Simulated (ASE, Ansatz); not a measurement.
**MgS(100) slab (72 atoms): a short ab initio trajectory**

Wanted: a short trajectory of MgS(100) slab (72 atoms) with its pair distributions.

Main program and level: Ansatz 0.2.0; Kohn-Sham DFT, LDA, PAW (set soft_2), plane waves.

## 1. The structure

The cell holds 72 atoms: 36 Mg and 36 S. Cell: a = 11.031 Å, b = 11.031 Å, c = 21.800 Å, α = 90.0°, β = 90.0°, γ = 90.0°. It derives from MgS (rock-salt). Rock-salt MgS (a = 5.2 Å), (100) slab of 4 repeat layers, 3 x 3 surface cells, 14 Å of vacuum; not relaxed, displaced by a Gaussian of 0.02 Å. Vacuum lies along c.

What the set-up can't give: Sampling is at Γ alone, for a cell whose shortest periodic width is 11 Å.

## 2. Single point at the start

The forces at the start show how far the geometry lies from a minimum of this functional.

Input file input.yaml:

```yaml
crystal:
  lattice:
    - [11.03087, 0.0, 0.0]
    - [0.0, 11.03087, 0.0]
    - [0.0, 0.0, 21.8]
  atoms:
    - { symbol: Mg, position: [0.00245, 0.99902, 0.31998] }
    - { symbol: S, position: [0.16862, 0.16445, 0.32127] }
    - { symbol: Mg, position: [0.16958, 0.1691, 0.44147] }
    - { symbol: S, position: [0.00094, 0.33498, 0.44176] }
    [... 62 atom lines left out ...]
    - { symbol: Mg, position: [0.83605, 0.83328, 0.43992] }
    - { symbol: S, position: [0.66747, 0.0014, 0.43988] }
    - { symbol: Mg, position: [0.66654, 0.67126, 0.55961] }
    - { symbol: S, position: [0.83288, 0.83252, 0.55981] }
    - { symbol: Mg, position: [0.83589, 0.83316, 0.67842] }
    - { symbol: S, position: [0.67045, 0.99737, 0.67906] }
kpoints:
  mp_grid: { grid: [1, 1, 1] }
hamiltonian:
  xc: lda
scf:
  occupations: { method: fermi_dirac, width: 0.05 }
output:
  forces: true
```

Run with:

```sh
$ ansatz run input.yaml --threads 4 --pin off --max-ram 8192MiB --backend cpu --events-out ev --progress --plain --runs-dir out
```

Elapsed: 15 s, on 4 threads of Arm Neoverse V2, shared host; peak memory 2.5 GiB.

Numbers from this run:

| Item | Value |
| --- | --- |
| free energy | -99856.2853 eV |
| free energy per atom | -1386.8929 eV/atom |
| SCF cycles | 8 |
| r.m.s. force component | 0.2628 eV/Å |
| longest force | 0.9179 eV/Å |
| Fermi energy | 1.704 eV |

The r.m.s. force component of 0.26 eV/Å sets the starting point.

Neighbours are counted within 3.02 Å (Mg-S).

Length of the force by element and coordination:

```csv
element,coordination,atoms,mean length of the force (eV/Å),spread,least,most
Mg,all,36,0.454,0.311,0.0499,0.918
Mg,5,18,0.758,0.0761,0.631,0.918
Mg,6,18,0.15,0.0582,0.0499,0.322
S,all,36,0.314,0.113,0.105,0.558
S,5,18,0.383,0.0892,0.195,0.558
S,6,18,0.245,0.0905,0.105,0.403
```

## 3. Dynamics started at 300 K

Without a thermostat the total energy must stay constant, which tests forces and time step. The time step is 2.0 fs.

input.yaml, as its differences from that of step 2:

```diff
@@ -15 +15,8 @@
   forces: true
+md:
+  timestep: 2.0
+  n_steps: 162
+  ensemble: nve
+  temperature: 300
+  initial_velocities: maxwell_boltzmann
+  seed: 6010
```

Run time: 25 min. Hardware: 4 threads; peak memory 2.7 GiB; 1.6 h of CPU time.

The program notes that it switched symmetry off.

The trajectory, sampled:

```csv
time (fs),T (K),potential (meV/atom),conserved (meV/atom)
0.0,300,0.0,0.00
22.0,244,7.2,0.02
44.0,216,10.8,0.02
64.0,266,4.3,0.00
86.0,203,12.4,0.02
108.0,253,6.0,0.01
130.0,303,-0.4,0.00
152.0,224,9.7,0.02
172.0,217,10.6,0.01
194.0,247,6.8,0.02
216.0,289,1.4,0.00
238.0,186,14.5,0.02
260.0,202,12.5,0.01
280.0,255,5.7,0.01
302.0,291,1.2,0.00
324.0,223,9.8,0.02
```

Mean square displacement from the first frame to the last: Mg 0.029 Å², S 0.013 Å².

The mean square displacement by time lag:

```csv
time lag (fs),Mg (Å²),S (Å²)
2.0,1.1e-4,6.9e-5
8.0,0.00170,0.00109
14.0,0.00509,0.00328
22.0,0.0120,0.00772
28.0,0.0184,0.0119
34.0,0.0256,0.0167
42.0,0.0353,0.0233
48.0,0.0423,0.0281
54.0,0.0485,0.0327
62.0,0.0554,0.0379
68.0,0.0592,0.0411
74.0,0.0619,0.0435
82.0,0.0636,0.0454
88.0,0.0637,0.0461
94.0,0.0630,0.0461
102.0,0.0609,0.0455
108.0,0.0587,0.0447
114.0,0.0562,0.0438
122.0,0.0525,0.0424
128.0,0.0495,0.0414
134.0,0.0465,0.0405
142.0,0.0424,0.0393
148.0,0.0396,0.0385
154.0,0.0371,0.0378
162.0,0.0346,0.0370
```

Over the second half of 324 fs the temperature averages 241 K with swings of 36 K r.m.s. The conserved energy stays within 0.03 meV/atom. From first frame to last Mg has the largest mean square displacement, 0.029 Å² at the end; the farthest move is 0.30 Å. The mean temperature of 241 K lies well off the 300 K of the input: without a thermostat, part of the starting kinetic energy flows into potential energy (about half from a start near a minimum). Over this window the atoms only vibrate about their places. The run spans 0.32 ps, too short for its means to be equilibrium values.

## 4. Local order late in the run

The g(r) is a mean over the second half; what follows it is taken at the last frame.

Bonds before and after, by the cutoffs listed below:

```csv
pair,bonds before,bonds after,mean before (Å),mean after (Å),spread before (Å),spread after (Å)
Mg-S,198,198,2.600,2.590,0.028,0.094
```

Mean of 15 frames; normalised to the volume that the atoms fill. g(r), total and by pair (bins of 0.1 Å):

```csv
r (Å),total,Mg-Mg,Mg-S,S-S
2.25,0.00,0.00,0.00,0.00
2.35,0.14,0.00,0.29,0.00
2.45,1.64,0.00,3.27,0.00
2.55,4.25,0.00,8.51,0.00
2.65,3.56,0.00,7.12,0.00
2.75,1.06,0.00,2.11,0.00
2.85,0.19,0.00,0.37,0.00
2.95,0.03,0.00,0.06,0.00
3.05,0.00,0.01,0.00,0.00
3.15,0.01,0.05,0.00,0.00
3.25,0.08,0.31,0.00,0.00
3.35,0.28,1.10,0.00,0.03
3.45,0.77,2.52,0.00,0.56
3.55,1.90,4.41,0.00,3.21
3.65,3.33,5.56,0.00,7.75
3.75,2.36,3.88,0.00,5.57
3.85,0.87,1.46,0.00,2.02
3.95,0.25,0.61,0.00,0.40
4.05,0.05,0.20,0.00,0.01
4.15,0.02,0.03,0.02,0.00
4.25,0.15,0.00,0.31,0.00
4.35,0.68,0.00,1.36,0.00
4.45,1.51,0.00,3.02,0.00
4.55,1.14,0.00,2.28,0.00
4.65,0.41,0.00,0.82,0.00
4.75,0.06,0.00,0.12,0.00
4.85,0.01,0.04,0.00,0.01
4.95,0.10,0.26,0.00,0.14
5.05,0.36,0.71,0.00,0.73
5.15,0.87,1.79,0.00,1.71
5.25,0.81,1.62,0.00,1.60
5.35,0.27,0.45,0.01,0.59
5.45,0.14,0.07,0.18,0.12
5.55,0.38,0.01,0.75,0.03
5.65,1.09,0.00,2.18,0.00
5.75,2.07,0.00,4.14,0.00
5.85,2.20,0.00,4.40,0.00
5.95,0.92,0.04,1.81,0.00
6.05,0.35,0.33,0.51,0.04
6.15,0.56,1.46,0.18,0.43
6.25,1.34,3.09,0.05,2.17
6.35,1.71,2.94,0.01,3.88
6.45,1.18,1.98,0.00,2.73
6.55,0.43,0.66,0.00,1.08
```

Bonds by pair of elements; cutoffs follow the first minimum of g(r), held within bounds set by covalent radii, and pairs that aren't listed don't count as bonded:

```csv
pair A-B,cutoff (Å),bonds,mean length (Å),spread (Å),shortest (Å),B about A,A about B
Mg-S,3.23,198,2.59,0.094,2.37,5.5,5.5
```

How many atoms have how many bonded neighbours:

```csv
element,mean,5,6
Mg,5.5,18,18
S,5.5,18,18
```

Bond angles (no mean is given where the spread exceeds 20°):

```csv
angle,count,mean (°),spread (°)
S-Mg-S,450,-,-
Mg-S-Mg,450,-,-
```

Bond length by coordination (bonds to H left out):

```csv
element,coordination,atoms,mean bond length (Å)
Mg,5,18,2.58
Mg,6,18,2.60
S,5,18,2.61
S,6,18,2.57
```

First main peaks of g(r), for some of the pairs, lie near 3.63 Å (Mg-Mg), 2.58 Å (Mg-S) and 3.68 Å (S-S). With the cutoffs above, 50 % of Mg atoms have 5 and as many 6 and 50 % of S atoms have 5 and as many 6 bonded neighbours.

## 5. Single point at the last frame

The last frame is solved again with fuller output, to read the electronic structure of a thermally displaced geometry.

Input file input.yaml:

```yaml
crystal:
  lattice:
    - [11.03087, 0.0, 0.0]
    - [0.0, 11.03087, 0.0]
    - [0.0, 0.0, 21.8]
  atoms:
    - { symbol: Mg, position: [0.00259, 0.00893, 0.32517] }
    - { symbol: S, position: [0.18099, 0.16677, 0.32056] }
    - { symbol: Mg, position: [0.16583, 0.15637, 0.4422] }
    - { symbol: S, position: [0.00131, 0.33548, 0.4406] }
    [... 62 atom lines left out ...]
    - { symbol: Mg, position: [0.82992, 0.83164, 0.44006] }
    - { symbol: S, position: [0.67527, 0.99097, 0.44237] }
    - { symbol: Mg, position: [0.66915, 0.65934, 0.55656] }
    - { symbol: S, position: [0.8405, 0.82952, 0.56375] }
    - { symbol: Mg, position: [0.83202, 0.84413, 0.6723] }
    - { symbol: S, position: [0.66555, 0.00105, 0.67613] }
kpoints:
  mp_grid: { grid: [1, 1, 1] }
hamiltonian:
  xc: lda
scf:
  occupations: { method: fermi_dirac, width: 0.05 }
output:
  forces: true
  populations: true
  dos:
    method: { smearing: { sigma: 0.15 } }
    de: 0.1
    projected: { site_lists: { Mg: [Mg], S: [S] } }
  eigenvalues: true
  write_density: true
  write_potential: true
  volumetric_format: npy
  elf: true
```

It took 31 s on 4 threads; peak memory 2.5 GiB.

The program notes that the exchange-correlation potential is rough where the density is thin.

Numbers from this run:

| Quantity | Value |
| --- | --- |
| free energy | -99855.5797 eV |
| free energy per atom | -1386.8831 eV/atom |
| SCF cycles | 8 |
| r.m.s. force component | 0.3388 eV/Å |
| longest force | 1.274 eV/Å |
| Fermi energy | 1.648 eV |
| gap (highest filled to lowest empty level) | 2.803 eV |
| potential in mid-vacuum, over the Fermi level | 3.926 eV |
| potential 4.5 Å over the upper face | 3.943 eV |
| potential 4.5 Å under the lower face | 3.909 eV |
| spilling of the projection | 0.009509 |

Neighbours are counted within 3.23 Å (Mg-S), the cutoffs taken from the dynamics.

Length of the force by element and coordination:

```csv
element,coordination,atoms,mean length of the force (eV/Å),spread,least,most
Mg,all,36,0.580,0.218,0.213,1.13
Mg,5,18,0.487,0.119,0.245,0.672
Mg,6,18,0.672,0.252,0.213,1.13
S,all,36,0.490,0.255,0.153,1.27
S,5,18,0.386,0.151,0.153,0.708
S,6,18,0.594,0.293,0.254,1.27
```

Löwdin charges by element and coordination (they lack the spilled electrons, 0.076 e an atom on average):

```csv
element,coordination,atoms,mean charge (e),spread,least,most
Mg,all,36,1.43,0.0092,1.42,1.45
Mg,5,18,1.44,0.0038,1.44,1.45
Mg,6,18,1.43,0.0032,1.42,1.43
S,all,36,-1.28,0.011,-1.3,-1.26
S,5,18,-1.27,0.0053,-1.28,-1.26
S,6,18,-1.29,0.0044,-1.3,-1.28
```

Density of states as counts of states in windows of 1 eV (from the Fermi level), total and the larger projections:

```csv
from (eV),to (eV),total,S p,Mg s
-10,-7,0.0,0.0,0.0
-7,-6,2.9,2.2,0.6
-6,-5,44.6,36.0,6.6
-5,-4,39.4,33.2,4.0
-4,-3,37.9,35.5,1.0
-3,-2,64.2,61.6,0.6
-2,-1,26.9,26.3,0.1
-1,1,0.0,0.0,0.0
1,2,9.2,0.8,5.5
2,3,44.8,4.3,18.6
3,4,40.5,2.6,7.6
```

Between -26 and -10 eV lie 72 more states.

The stored curve holds about 288 of the 576 electrons; the rest, give or take the few that broadening carries across the Fermi level, lie in deeper levels below its range.

The levels nearest the highest filled one (over half full), pooled over k-points and spins:

```csv
level less the highest filled one (eV),occupation
-0.255,2
-0.239,2
-0.193,2
-0.168,2
-0.118,2
0,2
2.80,0
2.96,0
3.38,0
3.42,0
3.45,0
3.47,0
```

Planar average of the electrostatic potential energy along the normal, with the Fermi level as zero, after a running mean with a triangular window 4 Å wide at its base:

```csv
height (Å),potential energy (eV)
0.0,3.93
0.6,3.92
1.3,3.92
1.9,3.91
2.5,3.91
3.1,3.90
3.8,3.84
4.4,3.58
4.9,2.59
5.5,0.50
6.2,-2.70
6.8,-4.62
7.4,-5.10
8.0,-4.86
8.7,-4.92
9.3,-5.32
9.9,-5.50
10.5,-5.28
11.2,-5.19
11.8,-5.36
12.4,-5.35
12.9,-5.04
13.7,-4.90
14.2,-5.05
14.8,-4.74
15.4,-3.04
16.1,0.10
16.7,2.34
17.3,3.53
17.9,3.87
18.6,3.94
19.2,3.94
19.8,3.94
20.3,3.93
21.1,3.93
21.7,3.93
```

Mean Löwdin charges: Mg +1.43, S -1.28 e (they miss 0.95 % of the electrons, so they add up to more than the cell's charge). The largest share in the top eV of filled states is S p (99 % of the projected weight), and in the lowest eV of empty states Mg s (76 % of the projected weight). The potential stands 5.35 eV above the highest filled level over the upper face and 5.31 eV under the lower one, a reading of the ionisation potential at this level on the run's k-points, but a rough one: there is no dipole correction, and the values are taken inside the vacuum, not at the faces.

## 6. What came out

```yaml
mean_temperature_second_half: 240.6 K
temperature_swing_second_half: 36.4 K
slope_of_the_conserved_energy_against_time_by_least_squares: 0.0038 meV/atom/ps
free_energy_per_atom: -1386.8831 eV/atom
r_m_s_force_component: 0.3388 eV/Å
spacing_of_highest_filled_and_lowest_empty_level: 2.803 eV
potential_in_mid_vacuum_over_the_fermi_level: 3.926 eV
wall_time_of_the_3_dft_runs: 26 min
```

In words: Over the second half of 324 fs the temperature averages 241 K with swings of 36 K r.m.s. The conserved energy stays within 0.03 meV/atom. The mean temperature of 241 K lies well off the 300 K of the input: without a thermostat, part of the starting kinetic energy flows into potential energy (about half from a start near a minimum). The run spans 0.32 ps, too short for its means to be equilibrium values. With the cutoffs above, 50 % of Mg atoms have 5 and as many 6 and 50 % of S atoms have 5 and as many 6 bonded neighbours. The highest filled and lowest empty levels differ by 2.80 eV at Γ alone; the mesh holds the band edges only if they fold onto it, so the gap at this level can be narrower or closed, and states at the surface or the caps may set it. The potential stands 5.35 eV above the highest filled level over the upper face and 5.31 eV under the lower one, a reading of the ionisation potential at this level on the run's k-points, but a rough one: there is no dipole correction, and the values are taken inside the vacuum, not at the faces.

[Logs are printed without paths, hosts, clocks, repeated set-up lines and the standing remarks that a program may print on its own settings, such as how far it seeks lower states.]

[Hosts, paths, dates, database ids (printed as entryN), source tags and the programs' standing remarks are cut or masked in the printed files.]
